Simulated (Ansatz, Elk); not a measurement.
# TiRuSe2S2: X-ray structure factors from the self-consistent density

Structure refinements treat a crystal as free atoms side by side. For a made-up structure of TiRuSe2S2 (cell and positions from a PBEsol relaxation) the runs below show what the calculated density changes in F(hkl).

Method: DFT, PBE, all-electron APW+lo, Dirac cores, scalar-relativistic bands, static density, no spin, in Elk 11.2.3 (patched build).

This account leaves out most program logs.

The structure was built from a prototype and need not be the compound's stable phase.

### Step 1. Starting point

The structure is monoclinic, space group P2/m (No. 10). Conventional cell: a = 5.558 Å, b = 3.395 Å, c = 5.870 Å, α = 90.00°, β = 92.47°, γ = 90.00°. Nearest to Ru lie 2 S at 2.38 Å and 4 Se at 2.48 Å. Se has 2 Ru at 2.48 Å and 1 Ti at 2.50 Å nearest. Ti has 4 S at 2.40 Å and 2 Se at 2.50 Å nearest. Nearest to S lie 1 Ru at 2.38 Å and 2 Ti at 2.40 Å. Farther neighbours and most contacts between anions are not listed.

### Step 2. Ground state and structure factors

An all-electron density is needed, since X-rays see the cores too. Task 0 finds the density and task 195 Fourier-transforms it; tshift is off so that phases refer to the origin typed.

File elk.in:

```
tasks
  0
  195

xctype
  20

spinpol
  .false.

rgkmax
  7.0

gmaxvr
  14.0

lmaxo
  7

lmaxapw
  8

swidth
  0.002

tshift
  .false.

ramdisk
  .false.

hmaxvr
  5.5

maxscl
  120

epspot
  1e-06

sppath
  './'

avec
  11.09237780591 -0.00000000000 -0.15607524175
  -0.00000000000 6.41501312704 -0.00000000000
  -0.30530756565 -0.00000000000 10.49883253194

atoms
  4
  'Ru.in'
  1
  0.0000000000 0.5000000000 0.5000000000   0.000000 0.000000 0.000000
  'Se.in'
  2
  0.7281711423 0.0000000000 0.3330788417   0.000000 0.000000 0.000000
  0.2718288577 -0.0000000000 0.6669211583   0.000000 0.000000 0.000000
  'Ti.in'
  1
  0.0000000000 0.0000000000 0.0000000000   0.000000 0.000000 0.000000
  'S.in'
  2
  0.7530771222 0.5000000000 0.8279033956   0.000000 0.000000 0.000000
  0.2469228778 0.5000000000 0.1720966044   0.000000 0.000000 0.000000

ngridk
  4 7 4
```

Started as:

```console
$ OMP_NUM_THREADS=4 elk
```

Elapsed: 69 s, on 4 threads of Arm Neoverse V1, shared host; peak memory 0.24 GiB; 3.6 min of CPU time.

SFACRHO.OUT:

```text

h k l indices transformed by vhmat matrix:
   1.000000000       0.000000000       0.000000000    
   0.000000000       1.000000000       0.000000000    
   0.000000000       0.000000000       1.000000000    

      h      k      l  multipl.   |H|            Re(F)            Im(F)           |F|

      0      0      0      1   0.0000000       166.00000      0.21159857E-15   166.00000    
      1      0      0      2  0.56691312       53.570228      0.38863059E-14   53.570228    
      0      0      1      2  0.59876938      -39.467185     -0.25908706E-14   39.467185    
     -1      0      1      2  0.80661983      -44.854725      0.31738165E-13   44.854725    
     -1      0     -1      2  0.84213714       12.001791      0.39510777E-13   12.001791    
      0      1      0      2  0.97945011       12.909427      0.72348181E-14   12.909427    
     -1      1      0      4   1.1316859      -27.965777      0.51817412E-14   27.965777    
      2      0      0      2   1.1338262      -25.051469      -0.0000000       25.051469    
      0     -1      1      4   1.1479753       13.951996      0.24613271E-13   13.951996    
      0      0      2      2   1.1975388       11.550743      0.40158494E-13   11.550743    
     -2      0      1      2   1.2591772       9.8101713     -0.19431530E-13   9.8101713    
     -1     -1      1      4   1.2688412      -12.187654      0.15545224E-13   12.187654    
      1      1      1      4   1.2917111       121.68461     -0.12954353E-14   121.68461    
     -1      0      2      2   1.3026627       120.10319     -0.10363482E-13   120.10319    
      2      0      1      2   1.3048548      -17.145274     -0.20726965E-13   17.145274    
      1      0      2      2   1.3468664      -10.509112      0.12306635E-13   10.509112    
     -2      1      0      4   1.4982938      -47.269965     -0.17812235E-14   47.269965    
      0      1     -2      4   1.5470687      -32.436062     -0.10363482E-13   32.436062
```

Elk indexes on the primitive cell of elk.in and gives |H| = 4π sin θ/λ in inverse bohr. Below, one row stands for each form hkl of the conventional cell (m members, Friedel mates merged), F is for one primitive cell and the density is static (no thermal factor). Free-atom factors are Waasmaier and Kirfel's, and R is Σm||F|−|F'||/Σm|F|.

```csv
hkl,m,sin θ/λ (Å⁻¹),"abs F, DFT",neutral atoms,diff.
001,2,0.085,53.570,53.282,+0.288
100,2,0.090,39.467,39.688,-0.221
1 0 -1,2,0.121,44.855,45.120,-0.265
101,2,0.127,12.002,11.940,+0.062
010,2,0.147,12.909,12.867,+0.042
011,4,0.170,27.966,28.004,-0.038
002,2,0.171,25.052,24.496,+0.556
110,4,0.173,13.952,14.313,-0.361
200,2,0.180,11.551,11.907,-0.356
1 0 -2,2,0.189,9.810,9.924,-0.114
1 1 -1,4,0.191,12.188,11.548,+0.640
111,4,0.194,121.685,121.724,-0.039
2 0 -1,2,0.196,120.103,120.054,+0.049
102,2,0.196,17.145,17.144,+0.001
201,2,0.203,10.509,9.939,+0.570
012,4,0.225,47.270,47.387,-0.117
210,4,0.233,32.436,32.504,-0.067
1 1 -2,4,0.240,92.350,92.863,-0.513
2 0 -2,2,0.243,71.680,72.044,-0.364
2 1 -1,4,0.245,12.135,12.260,-0.126
112,4,0.245,69.302,69.748,-0.446
211,4,0.250,40.282,40.460,-0.178
```

### Step 3. The highest occupied states alone

An energy window below the Fermi level keeps the highest occupied states, to see at which angles they scatter; shallow core shells can lie inside it and anion s states outside. No new self-consistency is needed.

Edit elk.in of step 2 so:

```diff
@@ -1,3 +1,2 @@
 tasks
-  0
   195
@@ -40,2 +39,5 @@
 
+wsfac
+  -0.179790 0.561200
+
 sppath
```

Started as:

```console
$ OMP_NUM_THREADS=4 elk
```

It took 19 s on 4 threads; peak memory 0.16 GiB; 23 s of CPU time.

States within 12 eV below the Fermi level hold 28.00 electrons; any levels below the window count with the cores. Their amplitudes can exceed the total, where window and core parts have opposite phase:

```csv
hkl,sin θ/λ (Å⁻¹),"abs F, window","abs F, all"
001,0.085,7.473,53.570
100,0.090,3.317,39.467
1 0 -1,0.121,2.042,44.855
101,0.127,3.391,12.002
010,0.147,3.404,12.909
011,0.170,2.703,27.966
002,0.171,1.016,25.052
110,0.173,1.730,13.952
200,0.180,1.498,11.551
1 0 -2,0.189,2.162,9.810
```

### Step 4. Another functional

The difference from free atoms is small, so it is set against the change that PBEsol makes.

Edit elk.in of step 3 so:

```diff
@@ -1,2 +1,3 @@
 tasks
+  0
   195
@@ -4,3 +5,3 @@
 xctype
-  20
+  22
 
@@ -39,5 +40,2 @@
 
-wsfac
-  -0.179790 0.561200
-
 sppath
```

Started as:

```console
$ OMP_NUM_THREADS=4 elk
```

Elapsed: 70 s, on 4 threads; peak memory 0.23 GiB.

Against the first run R = 0.03 %; the largest change is -0.064 at 111.

### Step 5. A coarser k-mesh

About half the k-points along each axis test the sampling.

Edit elk.in of step 4 so:

```diff
@@ -5,3 +5,3 @@
 xctype
-  22
+  20
 
@@ -66,2 +66,2 @@
 ngridk
-  4 7 4
+  2 4 2
```

Started as:

```console
$ OMP_NUM_THREADS=4 elk
```

The job ended after 43 s (4 threads; peak memory 0.23 GiB; 90 s of CPU time).

Against the first run R = 0.03 %; the largest change is -0.030 at 211.

### Step 6. Settings against the effect

```csv
run,R against the first run (%),"R against neutral atoms, low angle (%)",wall time
"PBE, rgkmax 7",0.00,0.58,69 s
PBEsol,0.03,0.58,70 s
k-mesh 2×4×2,0.03,0.58,43 s
```

### Step 7. Results

- R against neutral atoms, sin θ/λ < 0.3 Å⁻¹: 0.58 %
- R against neutral atoms, 0.3 to 0.51 Å⁻¹: 0.43 %

**Reading.** Independent neutral atoms miss the calculated amplitudes by R = 0.58 % below 0.3 Å⁻¹ and 0.43 % from there to 0.51 Å⁻¹; by shells, 0.54 % below 0.15 Å⁻¹ (5 forms), 0.58 % 0.15 to 0.3 (28 forms), 0.49 % 0.3 to 0.45 (66 forms), 0.36 % above 0.45 (50 forms). Bonding, aspherical density and the tables' own atoms all enter these figures, and the runs don't part them. The largest change of an amplitude is -0.74 electrons, at 003. The window's part falls from 28.0 electrons at the origin to at most 0.53 between 0.45 and 0.51 Å⁻¹. Below 0.3 Å⁻¹ the changes that finished (PBEsol and k-mesh 2×4×2) move F by R = 0.04 % at most, against the 0.58 % that separates it from free atoms. The basis has no finished test. These runs have no spin, though d or f shells may be open. Part of the difference isn't bonding: the tables are fits to free atoms and ions calculated by other methods than this functional. Thermal motion, anomalous dispersion and extinction are left out.

[Logs are printed without paths, hosts, clocks, repeated set-up lines and the standing remarks that a program may print on its own settings, such as how far it seeks lower states.]

[Hosts, paths, dates, database ids (printed as entryN), source tags and the programs' standing remarks are cut or masked in the printed files.]
